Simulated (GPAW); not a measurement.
**How MgO (Periclase) absorbs and reflects light**

Aim: the dielectric function of MgO (Periclase), and the optical constants that follow from it. The cell comes from an older database entry, whose edges can differ from later determinations, mostly by under a per cent.

Calculated with GPAW 26.7.0; DFT, PBE, plane-wave PAW (GPAW data sets), scalar-relativistic, RPA, optical limit.

This is a report of a sequence of runs, with most program output left out.

The database entry behind the starting cell differs from later determinations by our own check (about 0.1 % long), so it need not match the best structure at ambient conditions.

**1. The starting structure**

Symmetry: Fm-3m, No. 225, cubic system. The conventional cell has a = 4.217 Å, b = 4.217 Å, c = 4.217 Å, α = 90.00°, β = 90.00°, γ = 90.00°. Nearest to Mg lie 6 O at 2.11 Å. Nearest to O lie 6 Mg at 2.11 Å. Farther neighbours and most contacts between anions are not listed.

Coordinates:

```
Mg O
1.0
     0.00000    2.10850    2.10850
     2.10850    0.00000    2.10850
     2.10850    2.10850    0.00000
Mg O
1 1
Direct
  0.00000 0.00000 0.00000
  0.50000 0.50000 0.50000
```

**2. Ground state**

The self-consistent density comes first; it also tells whether there is a gap, which decides the occupations and the need for a Drude term.

This step: DFT, PBE, plane-wave PAW (GPAW data sets), scalar-relativistic, ground state (GPAW 26.7.0).

gs.py reads:

```python
from ase import Atoms
from ase.dft.bandgap import bandgap
from gpaw import GPAW, PW, FermiDirac

atoms = Atoms(['Mg', 'O'],
              cell=[[0.000000000000, 2.108500000000, 2.108500000000],
                    [2.108500000000, 0.000000000000, 2.108500000000],
                    [2.108500000000, 2.108500000000, 0.000000000000]],
              scaled_positions=[[0.000000000000, 0.000000000000, 0.000000000000],
                                [0.500000000000, 0.500000000000, 0.500000000000]],
              pbc=[True, True, True])
atoms.calc = GPAW(mode=PW(500), xc='PBE', kpts={'size': (11, 11, 11), 'gamma': True},
                  occupations=FermiDirac(0.05), maxiter=150, txt='gs.txt')
print('energy (eV)', atoms.get_potential_energy())
print('Fermi level (eV)', atoms.calc.get_fermi_level())
print('valence electrons', atoms.calc.get_number_of_electrons())
print('gap (eV)', bandgap(atoms.calc, output=None)[0])
print('direct gap (eV)', bandgap(atoms.calc, direct=True, output=None)[0])
atoms.calc.write('gs.gpw')
```

Launch:

```console
OMP_NUM_THREADS=1 python gs.py
```

Run time: 11 s. Hardware: 1 thread of Arm Neoverse N1, shared host; peak memory 0.13 GiB.

Read-outs, printed or worked out from the files:

* energy: -11.78 eV
* Fermi energy: 5.770 eV
* gap on the k-mesh: 4.742 eV
* direct gap on the mesh: 4.742 eV
* electrons: 16

There is a gap, 4.74 eV on this mesh (points off the mesh can give less), so no carriers' term is needed.

**3. Bands for the response**

At the fixed density, many empty bands are solved on the mesh of the response, since the spectrum sums over them.

This step: DFT, PBE, plane-wave PAW (GPAW data sets), scalar-relativistic, bands at fixed density (GPAW 26.7.0).

nscf.py reads:

```python
from ase.dft.bandgap import bandgap
from gpaw import GPAW, FermiDirac

calc = GPAW('gs.gpw').fixed_density(kpts={'size': (19, 19, 19), 'gamma': True}, nbands=33, convergence={'bands': 27},
                                    occupations=FermiDirac(0.001), txt='nscf.txt')
print('gap (eV)', bandgap(calc, output=None)[0])
print('direct gap (eV)', bandgap(calc, direct=True, output=None)[0])
print('top band over the Fermi level (eV)', min(calc.get_eigenvalues(kpt=k)[26] for k in range(len(calc.get_ibz_k_points()))) - calc.get_fermi_level())
calc.write('full.gpw', mode='all')
```

Launch:

```console
OMP_NUM_THREADS=1 python nscf.py
```

Wall time 89 s (1 thread); peak memory 0.21 GiB.

Numbers from this step:

- gap on the k-mesh: 4.727 eV

**4. Dielectric function, RPA**

Transitions between filled and empty bands, summed over the zone, give the optical response, so mesh, band count and broadening shape it.

The induced potential is part of this response.

This step: DFT, PBE, plane-wave PAW (GPAW data sets), scalar-relativistic, RPA, optical limit (GPAW 26.7.0).

df.py reads:

```python
from gpaw.response.df import DielectricFunction

df = DielectricFunction('full.gpw', frequencies={'type': 'nonlinear', 'domega0': 0.03, 'omega2': 8},
                        ecut=60,
                        eta=0.2,
                        nbands=27,
                        txt='df.txt')
for direction in ['x']:
    df.get_dielectric_function(xc='RPA', direction=direction, filename=f'df_{direction}.csv')
```

Launch:

```console
OMP_NUM_THREADS=1 python df.py
```

It took 16 s on 1 thread; peak memory 0.21 GiB.

Numbers from this step:

```
electronic dielectric constant ε∞, mean over x, y and z (by symmetry where fewer were run) : 3.048
main peak of Im epsilon, first axis                                                        : 11.08 eV
centre of weight of the strongest loss peak in the window                                  : 23.06 eV
```

Some rows of df_x.csv (energy; Re and Im without local fields; Re and Im with them):

```text
0.000000, 3.195883, -0.000000, 3.047937, -0.000000
0.651243, 3.204854, 0.005562, 3.056579, 0.005360
1.347938, 3.235196, 0.012054, 3.085848, 0.011642
2.095014, 3.295179, 0.020542, 3.143894, 0.019926
2.898142, 3.401398, 0.033621, 3.247306, 0.032871
3.763875, 3.595612, 0.061094, 3.438513, 0.060637
4.699832, 4.046738, 0.252009, 3.892141, 0.258802
5.714917, 4.150133, 0.780406, 3.971545, 0.811972
6.819608, 4.129531, 1.250115, 3.890302, 1.303890
8.026317, 4.537059, 1.927719, 4.190930, 1.971116
9.349861, 3.261812, 3.041869, 2.754852, 2.964914
10.808071, 3.293291, 4.610042, 2.697065, 3.831114
12.422601, 0.885590, 2.945837, 0.845018, 2.360740
14.220012, 1.270607, 2.528629, 1.277608, 1.910285
16.233242, 0.112099, 2.590096, 0.657253, 2.200807
18.503643, -0.956438, 1.500591, -0.539637, 1.925212
21.083856, -0.127969, 0.805399, 0.137914, 1.003018
24.041937, 0.241178, 0.321723, 0.263052, 0.381986
27.467452, 0.601269, 0.194940, 0.605176, 0.203484
31.480701, 0.589677, 0.327971, 0.711946, 0.369689
```

Values under the direct gap are tails of Lorentzian lines. Im ε, E ∥ x against photon energy; read off at these points:

| photon energy (eV) | Im ε, E ∥ x |
| --- | --- |
| 0.0 | 0 |
| 1.0 | 0.00839 |
| 2.0 | 0.0187 |
| 3.0 | 0.0351 |
| 4.0 | 0.0755 |
| 5.0 | 0.517 |
| 6.0 | 1.06 |
| 7.0 | 1.30 |
| 8.0 | 1.94 |
| 8.8 | 3.09 |
| 9.0 | 3.06 |
| 10.0 | 2.81 |
| 11.0 | 3.93 |
| 12.0 | 2.66 |
| 13.0 | 2.19 |
| 14.0 | 1.85 |
| 15.0 | 2.31 |
| 15.4 | 2.53 |
| 16.0 | 2.24 |
| 17.0 | 2.10 |
| 18.0 | 2.32 |
| 18.2 | 2.37 |
| 19.0 | 1.32 |
| 20.0 | 0.802 |
| 21.0 | 0.971 |
| 22.0 | 0.659 |
| 23.0 | 0.514 |
| 24.0 | 0.386 |
| 25.0 | 0.308 |
| 26.0 | 0.261 |
| 27.0 | 0.215 |
| 28.0 | 0.231 |
| 29.0 | 0.195 |
| 30.0 | 0.254 |
| 31.0 | 0.356 |
| 32.0 | 0.307 |
| 33.0 | 0.243 |
| 34.0 | 0.249 |
| 35.0 | 0.210 |
| 36.0 | 0.212 |

Re ε, E ∥ x against photon energy:

photon energy (eV), Re ε, E ∥ x and a bar from the least value:
```
        0       3.05 #######################
        1       3.07 #######################
        2       3.13 #######################
        3       3.26 ########################
        4       3.52 ##########################
        5       3.95 #############################
        6       3.87 ############################
        7       3.89 ############################
        8       4.18 ##############################
        9       3.20 ########################
       10       2.77 #####################
       11       2.10 #################
       12       0.76 ########
       13       0.82 #########
       14       1.27 ###########
       15       1.36 ############
       16       0.68 ########
       17       0.39 ######
       18       0.25 #####
       19      -0.51 
       20      -0.07 ###
       21       0.19 ####
       22       0.05 ####
       23       0.16 ####
       24       0.26 #####
       25       0.35 ######
       26       0.45 ######
       27       0.55 #######
       28       0.66 #######
       29       0.68 ########
       30       0.79 ########
       31       0.78 ########
       32       0.68 ########
       33       0.74 ########
       34       0.73 ########
       35       0.76 ########
       36       0.82 ########
```

The loss function −Im 1/ε at q → 0, E ∥ x has structure finer than the step of the table below, so its rows give means over 1 eV, whole bins alone (the curve runs from 0 to 36 eV). Peaks (eV: height): 20.3: 1.30, 23.4: 1.89, 31.7: 0.591.

Values under the direct gap are tails of Lorentzian lines. Loss function −Im 1/ε at q → 0, E ∥ x against energy loss; means over each step:

| energy loss (eV) | loss function −Im 1/ε at q → 0, E ∥ x |
| --- | --- |
| 1 | 9.0e-4 |
| 2 | 0.00192 |
| 3 | 0.00334 |
| 4 | 0.00656 |
| 5 | 0.0311 |
| 6 | 0.0596 |
| 7 | 0.0767 |
| 8 | 0.0940 |
| 9 | 0.156 |
| 10 | 0.185 |
| 11 | 0.201 |
| 12 | 0.339 |
| 13 | 0.411 |
| 14 | 0.379 |
| 15 | 0.330 |
| 16 | 0.401 |
| 17 | 0.453 |
| 18 | 0.445 |
| 19 | 0.667 |
| 20 | 1.19 |
| 21 | 1.10 |
| 22 | 1.49 |
| 23 | 1.80 |
| 24 | 1.75 |
| 25 | 1.36 |
| 26 | 0.946 |
| 27 | 0.622 |
| 28 | 0.487 |
| 29 | 0.405 |
| 30 | 0.372 |
| 31 | 0.491 |
| 32 | 0.548 |
| 33 | 0.421 |
| 34 | 0.404 |
| 35 | 0.338 |

Table of refractive index n and extinction k by photon energy:

| photon energy (eV) | n | k |
| --- | --- | --- |
| 0 | 1.75 | 0 |
| 1 | 1.75 | 0.00240 |
| 2 | 1.77 | 0.00529 |
| 3 | 1.81 | 0.00970 |
| 4 | 1.88 | 0.0201 |
| 5 | 1.99 | 0.130 |
| 6 | 1.99 | 0.267 |
| 7 | 2.00 | 0.326 |
| 8 | 2.10 | 0.463 |
| 9 | 1.95 | 0.783 |
| 10 | 1.83 | 0.765 |
| 11 | 1.81 | 1.09 |
| 12 | 1.33 | 1.00 |
| 13 | 1.26 | 0.869 |
| 14 | 1.32 | 0.698 |
| 15 | 1.42 | 0.813 |
| 16 | 1.23 | 0.912 |
| 17 | 1.12 | 0.936 |
| 18 | 1.14 | 1.02 |
| 19 | 0.673 | 0.981 |
| 20 | 0.605 | 0.663 |
| 21 | 0.769 | 0.632 |
| 22 | 0.596 | 0.553 |
| 23 | 0.593 | 0.433 |
| 24 | 0.602 | 0.321 |
| 25 | 0.641 | 0.240 |
| 26 | 0.695 | 0.188 |
| 27 | 0.753 | 0.143 |
| 28 | 0.826 | 0.140 |
| 29 | 0.834 | 0.117 |
| 30 | 0.899 | 0.141 |
| 31 | 0.903 | 0.197 |
| 32 | 0.842 | 0.182 |
| 33 | 0.870 | 0.139 |
| 34 | 0.869 | 0.144 |
| 35 | 0.882 | 0.119 |
| 36 | 0.911 | 0.117 |

The reflectivity at normal incidence, E ∥ x has structure finer than the step of the table below, so its rows give means over 1 eV, whole bins alone (the curve runs from 0 to 36 eV). Peaks (eV: height): 11.3: 21.2, 18.9: 28.9, 21.6: 18.2.

Reflectivity at normal incidence, E ∥ x against photon energy; means over each step:

| photon energy (eV) | reflectivity at normal incidence, E ∥ x (%) |
| --- | --- |
| 1 | 7.47 |
| 2 | 7.75 |
| 3 | 8.28 |
| 4 | 9.33 |
| 5 | 11.1 |
| 6 | 11.6 |
| 7 | 12.4 |
| 8 | 14.6 |
| 9 | 16.3 |
| 10 | 14.6 |
| 11 | 19.6 |
| 12 | 17.6 |
| 13 | 13.3 |
| 14 | 10.1 |
| 15 | 12.8 |
| 16 | 15.5 |
| 17 | 16.2 |
| 18 | 20.4 |
| 19 | 28.1 |
| 20 | 20.4 |
| 21 | 14.2 |
| 22 | 16.7 |
| 23 | 13.3 |
| 24 | 9.73 |
| 25 | 6.54 |
| 26 | 4.28 |
| 27 | 2.60 |
| 28 | 1.62 |
| 29 | 1.24 |
| 30 | 0.848 |
| 31 | 1.34 |
| 32 | 1.66 |
| 33 | 1.12 |
| 34 | 1.04 |
| 35 | 0.790 |

At chosen wavelengths:

| wavelength (nm) | n | k | R (%) | 1/α |
| --- | --- | --- | --- | --- |
| 1550 | 1.75 | 0.002 | 7.4 | 65 µm |
| 633 | 1.77 | 0.005 | 7.7 | 9.8 µm |
| 405 | 1.81 | 0.010 | 8.3 | 3.2 µm |
| 365 | 1.83 | 0.013 | 8.6 | 2.3 µm |
| 308 | 1.88 | 0.021 | 9.3 | 1.2 µm |
| 248 | 1.99 | 0.130 | 11.2 | 152 nm |
| 193 | 2.00 | 0.267 | 11.8 | 57 nm |

Below the direct gap, k and the depth come from the tails of the Lorentzian lines, not from transitions.

Rows near the edge hang on the gap, which this functional as a rule makes too small, and phonon-assisted absorption is left out.

**5. Outcome**

```json
{
 "electronic dielectric constant ε∞, mean over x, y and z (by symmetry where fewer were run) (RPA)": "3.05",
 "main peak of Im epsilon, first axis": "11.1 eV",
 "centre of weight of the strongest loss peak in the window, first axis": "23.1 eV"
}
```

In words: At this level (PBE, RPA) MgO has ε∞ = 3.05 and n = 1.75 at 1550 nm, and Im ε peaks at 11.1 eV. On the mesh the gap is 4.73 eV and the least direct gap 4.74 eV. Local fields change the static value along x from 3.20 to 3.05 (-5 %). Distinct maxima of Im ε, read by a parabola through the highest points, lie at 8.74 eV (3.1), 10.09 eV (2.9), 11.08 eV (3.9) and 15.48 eV (2.6). Excitons and phonon-assisted transitions are missing; PBE gaps are as a rule too small, which pulls the onset down and ε∞ up. The sum runs over mesh points, so small or evenly spaced maxima can still be ripples of the mesh. In this version of GPAW the matrix elements of the optical limit are incomplete, which can lower ε − 1 by up to a tenth where first-row anions or d states rule, and shift it by more in d metals.

[Machine, clock and banner lines and Python warnings are left out of the logs.]

[Logs are printed without paths, hosts, clocks, repeated set-up lines and the standing remarks that a program may print on its own settings, such as how far it seeks lower states.]

[Hosts, paths, dates, database ids (printed as entryN), source tags and the programs' standing remarks are cut or masked in the printed files.]
